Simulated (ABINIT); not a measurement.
Planning a run of ABINIT 10.8.3 on In2O3 (R-3c). The input:

```
acell 3*1.0 Angstrom
rprim 
  2.743499999981 1.583960463511 4.836666666700
  -2.743499999981 1.583960463511 4.836666666700
  0.000000000000 -3.167920927022 4.836666666700
ntypat 2
znucl 49 8
natom 10
typat 1 1 1 1 2 2 2 2 2 2
xred 
  0.357310000000 0.357310000000 0.357310000000
  0.142690000000 0.142690000000 0.142690000000
  0.642690000000 0.642690000000 0.642690000000
  0.857310000000 0.857310000000 0.857310000000
  0.548000000000 0.952000000000 0.250000000000
  0.250000000000 0.548000000000 0.952000000000
  0.952000000000 0.250000000000 0.548000000000
  0.452000000000 0.048000000000 0.750000000000
  0.750000000000 0.452000000000 0.048000000000
  0.048000000000 0.750000000000 0.452000000000
pp_dirpath "pseudos"
pseudos "In.upf, O.upf"
ecut 42
ngkpt 2 2 2
nshiftk 1
shiftk 0 0 0
kptopt 1
chksymbreak 0
istwfk *1
occopt 1
irdwfk 1
optdriver 4
nband 102
gwcalctyp 0
ecutsigx 42
symsigma 0
nkptgw 2
kptgw 
  0.5000000000 0.5000000000 0.0000000000
  0.0000000000 0.0000000000 0.0000000000
bdgw 
  59 62
  59 62
ecuteps 3.2
irdscr 1
ppmodel 1
indata_prefix "in"
outdata_prefix "out"
tmpdata_prefix "tmp"
```

```sh
OMP_NUM_THREADS=1 mpirun -n 8 abinit run.abi > log
```

Question: Estimate wall time and host memory on 8 MPI ranks of AMD EPYC 7R43, shared host.

It took 18 s; on shared hardware allow 9 s to 36 s. Peak host memory was 2.6 GiB.

[Paths, hosts, dates, memory and timing lines, banners, echoed tables and standing remarks are left out of the program output.]

[Logs are printed without paths, hosts, clocks, repeated set-up lines and the standing remarks that a program may print on its own settings, such as how far it seeks lower states.]

[Runs of the session that timed out or met a known fault of the program may be left out.]

[Hosts, paths, dates, database ids (printed as entryN), source tags and the programs' standing remarks are cut or masked in the printed files.]

[G0W0 gaps are taken among the corrected bands and points alone; a level outside them can change the order at an edge.]

[Where Ansatz stands beside ABINIT at settings called matched, ABINIT's density can come from a denser mesh and the files from another edition; pairs whose starting gaps differed by over 0.03 eV were left out, so agreement reads better than it is.]
